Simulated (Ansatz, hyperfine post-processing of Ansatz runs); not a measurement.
# Li2CoSnS4: paramagnetic NMR shifts, part 2 of 2

Wanted: contact shifts and dipolar anisotropies of 7Li, 119Sn and 33S in paramagnetic Li2CoSnS4 at 298 K.

DFT, PBE+U, plane-wave PAW, default files, collinear spin, scalar-relativistic.

So far. Step 2 (All moments parallel): Spin density in the ac plane at fractional y = 0.163, with atoms of Sn and S and Li within 0.2 Å of it.

### 3. One ion reversed at a time

Above the ordering point the moments are not free: their couplings set the Weiss constant, which scales every shift. Reversing one ion measures these couplings, and shows at once how much of each shift that ion sends.

input.yaml reads:

```yaml
crystal:
  lattice:
    - [6.3432, 0.0, 0.0]
    - [0.0, 6.7184, 0.0]
    - [-6.3415369665, 0.0, 7.9403998258]
  atoms:
    - { symbol: Sn, position: [0.2499703741, 0.8292982388, 0.4516569424] }
    - { symbol: Sn, position: [0.2499703741, 0.1707017612, 0.9516569424] }
    - { symbol: Co, position: [0.0066332426, 0.6714267247, 0.7060922596], spin: -2.4 }
    - { symbol: Co, position: [0.0066332426, 0.3285732753, 0.2060922596], spin: 2.4 }
    - { symbol: S, position: [0.1241060133, 0.6555380964, 0.2029285241] }
    - { symbol: S, position: [0.1241060133, 0.3444619036, 0.7029285241] }
    - { symbol: S, position: [0.3683828044, 0.1705803112, 0.44694131] }
    - { symbol: S, position: [0.3683828044, 0.8294196888, 0.94694131] }
    - { symbol: S, position: [0.8746190258, 0.8198462056, 0.4587196532] }
    - { symbol: S, position: [0.8746190258, 0.1801537944, 0.9587196532] }
    - { symbol: S, position: [0.6365494336, 0.671927445, 0.7035476513] }
    - { symbol: S, position: [0.6365494336, 0.328072555, 0.2035476513] }
    - { symbol: Li, position: [0.5050252053, 0.3362511072, 0.7022356903] }
    - { symbol: Li, position: [0.5050252053, 0.6637488928, 0.2022356903] }
    - { symbol: Li, position: [0.7567339008, 0.8372815485, 0.953887969] }
    - { symbol: Li, position: [0.7567339008, 0.1627184515, 0.453887969] }
magnetization:
  spin_polarized: true
kpoints:
  mp_grid: { grid: [5, 4, 3] }
scf:
  lower_state_search: "off"
  occupations: { method: fermi_dirac, width: 0.02 }
hamiltonian:
  xc: pbe
  hubbard: [{ species: Co, l: d, u_eff: 3.3 }]
output:
  efg:
    contact_densities: true
    quadrupole_moments_barn: { Co: 0.42, S: -0.0694, Li: -0.0401 }
  forces: false
```

Run with:

```console
$ ansatz run input.yaml --threads 4 --pin off --max-ram 8192MiB --backend cpu --events-out ev --progress --plain --runs-dir out
```

Log:

```text
[a pick of lines, long numbers rounded; other set-up, energy and force rows are left out]
[...]
atom   1  Sn V_zz =    -0.857041   η = 0.5441   by run symmetry: allowed
[...]
atom   2  Sn V_zz =    -0.857069   η = 0.5441   by run symmetry: allowed
[...]
atom   3  Co V_zz =    -1.253519   η = 0.9290   by run symmetry: allowed   C_q = -12.7302 MHz
[...]
atom   4  Co V_zz =    -1.253508   η = 0.9291   by run symmetry: allowed   C_q = -12.7301 MHz
[...]
atom   5  S  V_zz =   +13.848103   η = 0.4667   by run symmetry: allowed   C_q = -23.2383 MHz
[...]
atom   6  S  V_zz =   +13.848146   η = 0.4667   by run symmetry: allowed   C_q = -23.2384 MHz
[...]
atom   7  S  V_zz =   +13.768975   η = 0.4461   by run symmetry: allowed   C_q = -23.1055 MHz
[...]
atom   8  S  V_zz =   +13.769015   η = 0.4461   by run symmetry: allowed   C_q = -23.1056 MHz
[...]
atom   9  S  V_zz =   +13.984900   η = 0.4511   by run symmetry: allowed   C_q = -23.4678 MHz
[...]
atom  10  S  V_zz =   +13.984862   η = 0.4511   by run symmetry: allowed   C_q = -23.4678 MHz
[...]
atom  11  S  V_zz =   +13.943215   η = 0.4624   by run symmetry: allowed   C_q = -23.3979 MHz
[...]
atom  12  S  V_zz =   +13.943177   η = 0.4624   by run symmetry: allowed   C_q = -23.3978 MHz
[...]
atom  13  Li V_zz =    +0.014119   η = 0.6158   by run symmetry: allowed   C_q = -0.0137 MHz
[...]
atom  14  Li V_zz =    +0.014118   η = 0.6159   by run symmetry: allowed   C_q = -0.0137 MHz
[...]
atom  15  Li V_zz =    +0.026880   η = 0.5358   by run symmetry: allowed   C_q = -0.0261 MHz
[...]
atom  16  Li V_zz =    +0.026880   η = 0.5357   by run symmetry: allowed   C_q = -0.0261 MHz
[...]
Occupation matrices written to <dir>
```

Wall time 1.8 min (4 threads of Arm Neoverse V1, shared host); peak memory 1.9 GiB; 7 min of CPU time.

The parallel state has -30345.6948 eV at zero smearing. Each flip reverses one ion with all its periodic images. It gives an energy and, by half the change of the contact field, the share of that set of ions in each shift at 298 K (ppm; atoms of one site can get unlike shares):

```csv
atom reversed,energy (eV),change (meV),Li(1),Li(2),Sn,S(1),S(2),S(3),S(4)
Co3,-30345.6981,-3.3,205 / 348,191 / 282,8550 / 11100,499 / 11300,371 / 11900,785 / 11700,1220 / 11300
```

In mean-field theory Θ = ΔE (S + 1) / (6 S k_B): Θ = -11 K. Couplings between an ion and its own images are missing, and in this cell images lie no farther than 1.2 times the shortest distance between magnetic ions, so couplings that may matter are lost and this Θ is not relied on. Θ = 0 is used for the shifts.

### 4. Other levels of theory

Spin transfer to the ligands hangs on how far the functional delocalises the open shell, so other levels show how much the fields depend on it.

Contact fields (T) with all moments parallel; times on 4 threads of Arm Neoverse V1, shared host.

```csv
level,moment (μB),time,Li(1),Li(2),Sn,S(1),S(2),S(3)
PBE +U Co 3.3 eV,6.00,80 s,0.147,0.126,5.23,3.14,3.26,3.32
PBE,6.00,56 s,0.202,0.167,-4.61,3.50,3.61,3.80
PBE +U Co 3 eV,6.00,68 s,0.152,0.129,4.91,3.20,3.32,3.38
```

### 5. Scaling to the paramagnet

The shift is δ = B · g μB (S + 1) / (3 k_B (T − Θ)) with g = 2; at 298 K and Θ = 0 K one tesla gives 3757 ppm. The anisotropy is a sum over point dipoles on the Co ions, scaled alike; on atoms bound to Co, spin in their own p shell adds an anisotropy that this leaves out.

```csv
site,nucleus,δ_iso (ppm),with the calculated Θ,reduced anisotropy (ppm),asymmetry
Li(1),7Li,553,534,-223,0.73
Li(2),7Li,473,456,194,0.85
Sn,119Sn,19600,19000,187,0.71
S(1),33S,11800,11400,1530,0.07
S(2),33S,12300,11800,1610,0.09
S(3),33S,12500,12000,1590,0.09
S(4),33S,12500,12100,1730,0.11
```

The reduced anisotropy is δ_zz − δ_iso, with zz the principal value farthest from δ_iso. The Weiss constant adds its own doubt: exchange couplings from semilocal functionals with a U can miss even their sign, and a Θ lower by 100 K would lower every shift by 25 %.

7Li MAS at 11.7 T (193.6 MHz), 62.5 kHz, 298 K; contact and dipolar shift alone, no orbital or quadrupolar part; lines under 1.5 % of the strongest are left out. Lines of the NMR spectrum (strongest = 100):

```csv
position (ppm),label,intensity
149.9,Li(2) -1,3.1
230.4,Li(1) -1,3.6
472.7,Li(2) centre,100
553.2,Li(1) centre,98
795.5,Li(2) +1,3.0
876.0,Li(1) +1,3.9
```

### 6. Summary of results

* spin of Co: 1.50
* Weiss constant, mean field (rough, not used): -11 K
* 7Li contact shift at 298 K, Θ = 0 K: 553, 473 ppm
* 119Sn contact shift at 298 K, Θ = 0 K: 19600 ppm
* 33S contact shift at 298 K, Θ = 0 K: 11800, 12300, 12500, 12500 ppm

In words: At 298 K the Co moments shift 7Li on Li(1) by 553 ppm, 7Li on Li(2) by 473 ppm, 119Sn on Sn by 19600 ppm, 33S on S(1) by 11800 ppm, 33S on S(2) by 12300 ppm and 33S on S(3) by 12500 ppm, scaled with a pure Curie law. No measured Weiss constant is at hand, and the one from single flips is too rough to scale with, so the shifts are given for a pure Curie law; each 30 K of Θ would move them by about 10 %. The calculated Θ of -11 K would multiply them by 0.97. Over the levels shown that keep the moment, the field at Li(1) runs from 0.147 T (PBE +U Co 3.3 eV) to 0.202 T (PBE); among the sites in the table it changes sign at Sn. On Sn the levels differ even in sign, so neither size nor sign of that shift is settled. 2 further runs of this session (trial settings, or flips that did not finish) are not shown. All this holds only well above the ordering temperature and the strongest exchange, neither of which is computed. The orbital (chemical) shift and the pseudocontact shift from g anisotropy are not included. The moment is taken as spin only; Co in this state can carry an orbital part, which raises the real effective moment. For anions bound to the magnetic ion the point-dipole anisotropy lacks the spin in their own p orbitals, and their lines are broad and relax fast. The dipole sum is for a spherical crystallite; bulk susceptibility, which broadens real lines, and quadrupolar couplings are left out.

[Logs are printed without paths, hosts, clocks, repeated set-up lines and the standing remarks that a program may print on its own settings, such as how far it seeks lower states.]

[Hosts, paths, dates, database ids (printed as entryN), source tags and the programs' standing remarks are cut or masked in the printed files.]
